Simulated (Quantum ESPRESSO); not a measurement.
# SiC (Moissanite 3C): the optical phonon under strain

Wanted: the shift of the optical mode of SiC (Moissanite 3C) in a strained (001) layer.

Calculated with Quantum ESPRESSO 7.5; DFT PBE, scalar-relativistic, plane waves, PseudoDojo norm-conserving pseudopotentials.

## 1. The relaxed structure

The structure is cubic, space group F-43m (No. 216). Conventional cell: a = 4.380 Å, b = 4.380 Å, c = 4.380 Å, α = 90.00°, β = 90.00°, γ = 90.00°. Nearest to Si lie 4 C at 1.90 Å. Nearest to C lie 4 Si at 1.90 Å. Farther neighbours are not listed.

As a file:

```
Si C
1.0
    -2.18993    0.00000    2.18993
     0.00000    2.18993    2.18993
    -2.18993    2.18993    0.00000
Si C
1 1
Cartesian
  0.0000 0.0000 0.0000
  -1.0950 1.0950 1.0950
```

This is the cell after its relaxation at this level of theory, not the database cell from which that began.

## 2. Uniaxial strain

The relaxed cell is stretched along z alone. This keeps all atoms on sites fixed by symmetry and splits the threefold mode into a singlet, polarised along z, and a doublet. The macroscopic field is left out, so these are transverse modes. Cutoff 90 Ry, k mesh 12×12×12.

From the response at ε_zz = 0.01:

The program printed:

```text
[banners, grids, parts of the stress and lines that vanish by symmetry left out]
Program PHONON v.7.5
     Reading xml data from directory:

[...]
Exchange-correlation= PBE
                           (   1   4   3   4   0   0   0)
[...]
kinetic-energy cut-off    =      90.0000  Ry
     charge density cut-off    =     360.0000  Ry
     convergence threshold     =      1.0E-18
[...]
Exchange-correlation= PBE
                           (   1   4   3   4   0   0   0)
[...]
q = (   0.0000000   0.0000000   0.0000000 )
      9 Sym.Ops. (with q -> -q+G )
     G cutoff =  315.4814  (  16505 G-vectors)     FFT grid: ( 36, 36, 36)
     number of k points=   163
[...]
Mode symmetry, D_2d (-42m) point group:
[...]
Representation #   1 mode #   1
[...]
End of self-consistent calculation
     Convergence has been achieved
     Representation #   2 mode #   2
[...]
End of self-consistent calculation
     Convergence has been achieved
     Representation #   3 modes #   3   4
[...]
End of self-consistent calculation
     Convergence has been achieved
     Representation #   4 modes #   5   6
[...]
End of self-consistent calculation
     Convergence has been achieved
[...]
q = (    0.000000000   0.000000000   0.000000000 )
[...]
freq (    1) =      -0.027875 [THz] =      -0.929811 [cm-1]
     freq (    2) =      -0.027684 [THz] =      -0.923453 [cm-1]
     freq (    3) =      -0.027684 [THz] =      -0.923453 [cm-1]
     freq (    4) =      23.018809 [THz] =     767.824830 [cm-1]
     freq (    5) =      23.018809 [THz] =     767.824830 [cm-1]
     freq (    6) =      23.059658 [THz] =     769.187393 [cm-1]
[...]
Mode symmetry, D_2d (-42m) point group:
     freq (   1-   1) =         -0.9  [cm-1]   --> B_2  X_3  W_2   I+R
     freq (   2-   3) =         -0.9  [cm-1]   --> E    X_5  W_3   I+R
     freq (   4-   5) =        767.8  [cm-1]   --> E    X_5  W_3   I+R
     freq (   6-   6) =        769.2  [cm-1]   --> B_2  X_3  W_2   I+R

   JOB DONE.
```

| ε_zz | singlet (cm⁻¹) | doublet (cm⁻¹) | σ_zz (GPa) | σ_xx (GPa) |
| --- | --- | --- | --- | --- |
| -0.01 | 784.47 | 786.33 | -3.852 | -1.322 |
| -0.005 | 780.80 | 781.66 | -1.922 | -0.648 |
| 0 | 777.02 | 777.02 | -0.002 | -0.002 |
| 0.005 | 773.15 | 772.41 | 1.906 | 0.614 |
| 0.01 | 769.19 | 767.82 | 3.803 | 1.203 |

Stress is counted positive in tension.

## 3. The fit

To first order ω² − ω₀² = p ε_zz + q (ε_xx + ε_yy) for the mode along z, and likewise for x and y. With ε_zz alone the singlet gives p and the doublet q.

The linear terms of parabolas through ω² are p = -1.97 ω₀² and q = -2.38 ω₀², with ω₀ = 777.0 cm⁻¹. Those of the stresses are C11 = 383 GPa and C12 = 126 GPa. Under hydrostatic strain p and q imply γ = −(p + 2q)/(6 ω₀²) = 1.12.

A layer held to an in-plane strain ε and free along z takes ε_zz = −2 (C12/C11) ε = -0.660 ε. To first order the singlet then shifts by (q − p C12/C11) ε / ω₀ = -1347 ε cm⁻¹. For ε = 0.004, ε_zz = -0.00264, the formulas for ω² predict 771.61 cm⁻¹ for the singlet and 772.69 cm⁻¹ for the doublet.

## 4. A biaxially strained cell

This run was no part of the fit.

The program printed:

```text
[banners, grids, parts of the stress and lines that vanish by symmetry left out]
[banner, memory and clock lines left out]
Program PHONON v.7.5

[...]
Exchange-correlation= PBE
                           (   1   4   3   4   0   0   0)
[...]
kinetic-energy cut-off    =      90.0000  Ry
     charge density cut-off    =     360.0000  Ry
     convergence threshold     =      1.0E-18
[...]
Exchange-correlation= PBE
                           (   1   4   3   4   0   0   0)
[...]
q = (   0.0000000   0.0000000   0.0000000 )
      9 Sym.Ops. (with q -> -q+G )
     G cutoff =  312.7707  (  16457 G-vectors)     FFT grid: ( 36, 36, 36)
     number of k points=   163
[...]
Mode symmetry, D_2d (-42m) point group:
[...]
Representation #   1 mode #   1
[...]
End of self-consistent calculation
     Convergence has been achieved
     Representation #   2 mode #   2
[...]
End of self-consistent calculation
     Convergence has been achieved
     Representation #   3 modes #   3   4
[...]
End of self-consistent calculation
     Convergence has been achieved
     Representation #   4 modes #   5   6
[...]
End of self-consistent calculation
     Convergence has been achieved
[...]
q = (    0.000000000   0.000000000   0.000000000 )
[...]
freq (    1) =      -0.014877 [THz] =      -0.496252 [cm-1]
     freq (    2) =      -0.014877 [THz] =      -0.496252 [cm-1]
     freq (    3) =      -0.014877 [THz] =      -0.496227 [cm-1]
     freq (    4) =      23.133966 [THz] =     771.666053 [cm-1]
     freq (    5) =      23.163807 [THz] =     772.661422 [cm-1]
     freq (    6) =      23.163807 [THz] =     772.661422 [cm-1]
[...]
Mode symmetry, D_2d (-42m) point group:
     freq (   1-   1) =         -0.5  [cm-1]   --> B_2  X_3  W_2   I+R
     freq (   2-   3) =         -0.5  [cm-1]   --> E    X_5  W_3   I+R
     freq (   4-   4) =        771.7  [cm-1]   --> B_2  X_3  W_2   I+R
     freq (   5-   6) =        772.7  [cm-1]   --> E    X_5  W_3   I+R
```

| mode | predicted (cm⁻¹) | run (cm⁻¹) |
| --- | --- | --- |
| singlet | 771.61 | 771.67 |
| doublet | 772.69 | 772.66 |

The stress along z is 0.001 GPa and that in the plane 1.679 GPa; the unstrained cell carries -0.002 GPa.

## 5. Summary of results

| Item | Value |
| --- | --- |
| p (in units of the squared frequency) | -1.967 |
| q (same units) | -2.382 |
| shift of the singlet per unit of biaxial strain | -1347 cm⁻¹ |
| C11 and C12 | 383 and 126 GPa |

What this shows: To first order, one per cent of tensile biaxial strain moves the singlet of SiC (Moissanite 3C) by -13.5 cm⁻¹ and the doublet by -10.8 cm⁻¹; the formulas miss the test run by up to 0.06 cm⁻¹. In backscattering from (001) the mode polarised along z is the one seen in diamond and zinc-blende crystals; in a polar crystal it is the LO mode, whose potentials differ somewhat from these. The third potential, r, needs shear strain and a relaxation of the atoms, which was not run. These are harmonic values at zero temperature.

[Host names and launcher messages were left out of these logs when they were recorded.]

[Logs are printed without paths, hosts, clocks, repeated set-up lines and the standing remarks that a program may print on its own settings, such as how far it seeks lower states.]

[Hosts, paths, dates, database ids (printed as entryN), source tags and the programs' standing remarks are cut or masked in the printed files.]
